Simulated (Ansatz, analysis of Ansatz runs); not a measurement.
# Moving an added electron between V sites in VCrO4 (Cmcm), part 2 of 2

Aim: the energy barrier that a trapped electron meets when it moves from one V atom to another one nearby in VCrO4 (Cmcm). The model is a cell of 48 host atoms.

Ansatz 0.2.0; plane-wave PAW DFT, PBEsol+U; relaxation of all atoms of a supercell at fixed charge in a uniform background; PAW set soft_1.

So far. Step 2 (The cell without the carrier): The largest displacement from an ideal site is 0.004 Å. Step 3 (The electron on the first site): The largest changes of the moments are 0.71 μB on V5, 0.07 μB on Cr15 and -0.05 μB on O45. The largest part sits on the chosen site.

**4. The electron on the second site**

The same start is made on the second site, to get the end of the hop.

File B.relax/input.yaml:

```yaml
crystal:
  lattice:
    - [0.0, 8.27410282, 6.04108116]
    - [5.55937408, -7.0e-08, 6.04108126]
    - [5.55937408, 8.27410289, -1.0e-07]
  atoms:
    - { symbol: V, position: [0.053791, 0.696844, 0.301999] }
    - { symbol: V, position: [0.053831, 0.696854, 0.802005] }
[... 1 atom line left out ...]
    - { symbol: V, position: [0.553864, 0.196826, 0.80197], spin: 1.0 }
    - { symbol: V, position: [0.448238, 0.802341, 0.196481] }
[... 11 atom lines left out ...]
    - { symbol: O, position: [0.254489, 0.996156, 0.267702] }
[... 6 atom lines left out ...]
    - { symbol: O, position: [0.760601, -0.009999, 0.725962] }
[... 1 atom line left out ...]
    - { symbol: O, position: [0.477737, 0.272954, 1.008745] }
[... 4 atom lines left out ...]
    - { symbol: O, position: [0.519584, 0.731065, 0.002698] }
[... 16 atom lines left out ...]
    - { symbol: O, position: [0.897875, 0.132671, 0.866145] }
total_charge: -1
basis:
  ecutwfc: 420
  xc_grid: 2
hamiltonian:
  xc: pbesol
  hubbard:
    sites: [{ species: V, l: d, u_eff: 5.0 }, { species: Cr, l: d, u_eff: 4.5 }]
    projectors: ortho-atomic
  pseudopotentials: { kind: paw, azcp: { folder: soft_1 }, xc_functional: pbe }
kpoints:
  mp_grid: { grid: [1, 1, 1] }
magnetization:
  spin_polarized: true
  initial_magnetization: 1
  spin_locking: { lock_magnetization: hard }
scf:
  occupations: { method: fermi_dirac, width: 0.01 }
  max_iter: 120
  lower_state_search: "off"
output:
  forces: true
relax:
  f_tol: 0.015
  max_steps: 70
  escape_saddle: false
checkpoint:
  write: "../B.relax.run"
  compress: false
  write_wavefunctions: true
  write_every: 100000
```

Started as:

```bash
ansatz run input.yaml --threads 32 --pin off --max-ram 84787MiB --backend cuda --events-out ev --progress --plain --runs-dir out --max-vram 78GiB
```

Numbers of over 12 decimals in the logs are rounded to 6 here.

What it wrote:

```text
[...]
Crystal: 48 atoms, lattice volume = 555.765 Å³
Basis set: ecut = 420 eV, 10849 PW (Γ), exchange–correlation on 144×120×144 points (8 copies of the dense FFT grid, shifted against one another)
Bands: 253, of which v1, the nominal top of the filled ones, is band 205 counted from 1 (204 counted from 0)
Symmetry: 1 space group operations
[...]
k-points: 1
[...]
Starting moments: Σ|m| = 25 μB on 9 of 48 sites
[...]
SCF iter   1: F=—  HF=-67761.833928 eV  |Δ(HF+E_count)|=         —  Δρ=3.77e-2 (↑3.77e-2 ↓3.71e-2)  dr2=1.71e1  dr2_m=2.44e0  M=1.000 μB ∫|m|=28.830 μB  Hψ=1587
[...]
SCF iter   2: F=—  HF=-67766.786892 eV  |Δ(HF+E_count)|=    4.95e0  Δρ=2.71e-2 (↑2.69e-2 ↓2.71e-2)  dr2=8.45e0  dr2_m=1.32e0  M=1.000 μB ∫|m|=28.629 μB  Hψ=600
[...]
E sigma→0 (E₀):  -67773.807490 eV
Fermi energy:    8.912024 (↑ 8.915403, ↓ 8.197235) eV
[...]
--- Forces (eV/Å), atoms counted from 1 ---
  atom   1  V      0.00007033     0.00066964    -0.00015506
  atom   2  V      0.00060693    -0.00012212    -0.00032232
  [... 1 atom left out ...]
  atom   4  V      0.00003155    -0.00085624     0.00049465
  atom   5  V      0.00006343    -0.00203744    -0.00182479
  [... 1 atom left out ...]
  [... 42 more lines of this table ...]
  max |Σ_I F_I| component: 1.55e-5 eV/Å
--- Band table (eV) ---
[...]
Occupation matrices written to <dir>
--- Relaxed structure (7 steps of the walk, 7 accepted, 0 SCFs on fresh bases) ---
  F+E_penalty+E_count = -67773.80749007 eV   max|allowed force component| = 2.661e-3 eV/Å
  atoms:
    - { symbol: V, position: [0.053749, 0.696983, 0.301856] }
    - { symbol: V, position: [0.054778, 0.695806, 0.801821] }
    [... 1 atom left out ...]
    - { symbol: V, position: [0.549862, 0.201043, 0.797795] }
    - { symbol: V, position: [0.449307, 0.803568, 0.195272] }
    [... 1 atom left out ...]
  [... 42 more lines of this table ...]
[key lines of the parts left out:]
SCF converged after 9 iterations
Magnetization: 1.0000 μB (205.0000 up, 204.0000 down)
Free energy (F): -67773.807490 eV
```

Run time: 5.8 s. Hardware: 1 × NVIDIA GB200 with 32 threads of Arm Neoverse V2, shared host; peak memory 1.3 GiB.

Distances from V4 without and with the electron:

```
atom  without (Å)  with (Å)
 O40         1.66      1.72
 O42         1.66      1.72
 O26         1.79      1.87
 O24         1.79      1.87
```

The largest changes of the moments are 0.71 μB on V4, 0.07 μB on Cr14 and -0.05 μB on O40. The largest part sits on the chosen site.

**5. Points on the line between the two structures**

All atoms move on the straight line between the two relaxed structures, 1.52 amu^1/2 Å long in mass-weighted terms. Each point starts from the state of the point before, once from either end, so that both localised states can be followed; the midpoint is also started with the carrier shared.

File A.x0500/input.yaml:

```yaml
crystal:
  lattice:
    - [0.0, 8.27410282, 6.04108116]
    - [5.55937408, -7.0e-08, 6.04108126]
    - [5.55937408, 8.27410289, -1.0e-07]
  atoms:
    - { symbol: V, position: [0.054547, 0.697266, 0.301573] }
    - { symbol: V, position: [0.054259, 0.696305, 0.802046] }
[... 1 atom line left out ...]
    - { symbol: V, position: [0.551328, 0.19835, 0.800488] }
    - { symbol: V, position: [0.450773, 0.800875, 0.197964], spin: 1.0 }
[... 11 atom lines left out ...]
    - { symbol: O, position: [0.252488, 0.998949, 0.269195] }
[... 6 atom lines left out ...]
    - { symbol: O, position: [0.749612, 0.000275, 0.729259] }
[... 1 atom line left out ...]
    - { symbol: O, position: [0.480308, 0.269583, 0.998561] }
[... 4 atom lines left out ...]
    - { symbol: O, position: [0.521793, 0.729644, -0.00011] }
[... 16 atom lines left out ...]
    - { symbol: O, position: [0.897702, 0.131874, 0.866964] }
total_charge: -1
basis:
  ecutwfc: 420
  xc_grid: 2
hamiltonian:
  xc: pbesol
  hubbard:
    sites: [{ species: V, l: d, u_eff: 5.0 }, { species: Cr, l: d, u_eff: 4.5 }]
    projectors: ortho-atomic
  pseudopotentials: { kind: paw, azcp: { folder: soft_1 }, xc_functional: pbe }
kpoints:
  mp_grid: { grid: [1, 1, 1] }
magnetization:
  spin_polarized: true
  initial_magnetization: 1
  spin_locking: { lock_magnetization: hard }
scf:
  occupations: { method: fermi_dirac, width: 0.01 }
  max_iter: 120
  lower_state_search: "off"
output:
  forces: true
  eigenvalues: true
  eigenstates: { localisation: true }
  write_density: true
  write_potential: true
  volumetric_format: npy
checkpoint:
  read: "../A.x0375.run"
  write: "../A.x0500.run"
  compress: false
  write_wavefunctions: true
  write_every: 100000
```

What it wrote:

```text
[...]
Warning: the atoms were moved onto the symmetric positions of the space group found under crystal.symmetry.tolerance 1.0e-5 (fractional; [...]
Warning: checkpoint.read: the run can stay near the saved state's solution: 48 site(s) moved relative to the saved geometry (max |Δs| = 1.454e-3 fractional); [...]
[...]
device memory: the entry about to start is reckoned to put 5.2 GiB on a device that reports 180.6 GiB free (of which the cap on the GPU budget leaves the run 78.0 GiB)
GPU FFT provider: cuFFT
GPU libraries: cuBLAS 13.8.1, cuFFT 12.4.0, cuSOLVER 12.3.2
GPU matrix products: emulated (plane waves: as basis.precision tells), large ones in fixed point in workspaces of 1.00 GiB
Crystal: 48 atoms, lattice volume = 555.765 Å³
Basis set: ecut = 420 eV, 10849 PW (Γ), exchange–correlation on 144×120×144 points (8 copies of the dense FFT grid, shifted against one another)
Bands: 253, of which v1, the nominal top of the filled ones, is band 205 counted from 1 (204 counted from 0)
Symmetry: 2 space group operations
[...]
k-points: 1
[...]
Starting moments: Σ|m| = 25 μB on 9 of 48 sites; this step starts from the density that it was given
[...]
GPU buffer pool allocated for 311040 grid points (all kernels)
GPU transforms: local potential and band sums: pruned to the plane-wave sphere, on 72×54×72
[...]
SCF iter  15: F=-67773.567115 eV  HF=-67773.567115 eV  |Δ(HF+E_count)|=   2.21e-9  Δρ=2.76e-6 (↑2.76e-6 ↓1.74e-6)  dr2=7.18e-8  dr2_m=1.10e-8  M=1.000 μB ∫|m|=27.035 μB  Hψ=3014
SCF 1 converged in 15 iterations: F = -67773.567115 eV  dr2 = 7.18e-8
[...]
SCF converged after 15 iterations
[...]
Magnetization: 1.0000 μB (205.0000 up, 204.0000 down)
Absolute magnetization: 27.1239 μB (∫|ρ↑−ρ↓|, with the PAW one-centre terms)
[...]
Per-site moments (μB) at R_I (Å): [(0.010420, 0.682903), (0.00900553, 0.682801), (0.00900553, 0.682801), [... 6 left out ...]
Free energy (F): -67773.567115 eV
[...]
Internal energy: -67773.567115 eV  (E = F + TS)
E sigma→0 (E₀):  -67773.567115 eV
Fermi energy:    9.139367 (↑ 9.144190, ↓ 8.169493) eV
[...]
--- Forces (eV/Å), atoms counted from 1 ---
  atom   1  V      0.00000000    -0.00237137    -0.00362836
  atom   2  V      0.06839972     0.00892704    -0.00775197
  [... 1 atom left out ...]
  atom   4  V     -0.00000000     0.31362035     0.12324403
  atom   5  V      0.00000000    -0.39523709    -0.08156598
  [... 1 atom left out ...]
  [... 42 more lines of this table ...]
  max |Σ_I F_I| component: 6.25e-5 eV/Å
--- Band table (eV) ---
[...]
Occupation matrices written to <dir>
```

It took 2.8 s on 1 × NVIDIA GB200 with 32 threads; peak memory 1.2 GiB.

States next to the filling edge at the first k-point, on the run's own zero (eigenstates.tsv). The participation number counts the atoms that a state is spread over, of 48; bands count from 0.

```
spin  band  energy (eV)  occupation  participation  largest share on  share
down   198        6.333        1.00            7.9               O35   0.31
down   199        6.424        1.00           16.8               O45   0.19
down   200        6.583        1.00           15.2              Cr13   0.10
down   201        6.705        1.00            8.0               O35   0.27
down   202        6.741        1.00            9.8              Cr15   0.26
down   203        6.893        1.00            9.9               O17   0.17
down   204        9.446        0.00           13.3              Cr14   0.15
down   205        9.589        0.00           11.1              Cr14   0.18
down   206        9.691        0.00           17.1              Cr14   0.13
down   207        9.692        0.00           14.2              Cr14   0.16
down   208        9.801        0.00           13.2                V1   0.17
  up   199        6.455        1.00           18.0               O35   0.18
  up   200        6.606        1.00           15.5              Cr10   0.10
  up   201        6.681        1.00            7.9               O45   0.26
  up   202        6.756        1.00           10.1              Cr12   0.25
  up   203        6.890        1.00            9.7               O17   0.18
  up   204        8.837        1.00            5.6                V5   0.38
  up   205        9.451        0.00           18.0                V4   0.11
  up   206        9.602        0.00            9.0                V4   0.29
  up   207        9.614        0.00           13.3               Cr9   0.18
  up   208        9.630        0.00            5.8                V4   0.37
  up   209        9.678        0.00           16.7               Cr9   0.13
```

Under PBEsol+U (4.5, 5 eV) at the zone centre alone, the highest filled state is spin up, spread over 6 of 48 atoms, and the lowest empty one, 0.61 eV above it, is spin down, spread over 13 of 48 atoms.

Free energies from the first end:

```
started from  fraction  energy (eV)  moment change on V5 (μB)  on V4 (μB)
  first site         0        0.000                      0.71        0.00
  first site     0.125        0.016                      0.69        0.00
  first site      0.25        0.064                      0.67        0.01
  first site     0.375        0.141                      0.64        0.02
  first site       0.5        0.240                      0.60        0.05
  first site     0.625        0.141                      0.02        0.64
 second site     0.875        0.016                      0.00        0.69
 second site      0.75        0.064                      0.01        0.67
 second site     0.625        0.141                      0.02        0.64
 second site       0.5        0.240                      0.05        0.60
 second site     0.375        0.141                      0.64        0.02
      shared       0.5        0.279                      0.36        0.36
 second site         1        0.000                      0.00        0.71
```

**6. Summary of results**

```
barrier forward                               : 0.24 eV
barrier backward                              : 0.24 eV
distance of the two sites without the carrier : 3.85 Å
carrier at the midpoint                       : on one site
```

On this line the electron must cross 0.24 eV to hop 3.85 Å; both ends have the same energy within 0.005 eV. At the midpoint the lowest state found keeps the carrier on one site, so the two localised curves cross in a cusp. This suggests weak coupling and a hop slower than the barrier alone implies, though U itself penalises the shared state. With an assumed attempt frequency of 1e13 per second the rate at 300 K would be 9e+08 per second for this barrier, if every crossing succeeded. A straight line need not be the lowest path, so the true barrier at this U can be lower, or higher if the ends can still break their symmetry. No run compares the localised electron with one spread in the band, so its binding is unknown and the barrier may exceed it. The magnetic order was assumed and need not be the ground state. The total moment is locked, so a carrier of the other spin direction was not tried. The program's search for lower electronic states was switched off in all runs, so that each state is followed; none is shown to be the lowest at its structure. No image-charge correction is applied; it nearly cancels along the line while the charge stays localised. Limits: sampling at the zone centre alone can move energies of charged and open-shell states by tenths of an eV or more in cells of this size; the images are only 8.2 Å apart; gap and trapping depend on the U chosen (V d 5.0 eV, Cr d 4.5 eV).

[Logs are printed without paths, hosts, clocks, repeated set-up lines and the standing remarks that a program may print on its own settings, such as how far it seeks lower states.]

[Hosts, paths, dates, database ids (printed as entryN), source tags and the programs' standing remarks are cut or masked in the printed files.]
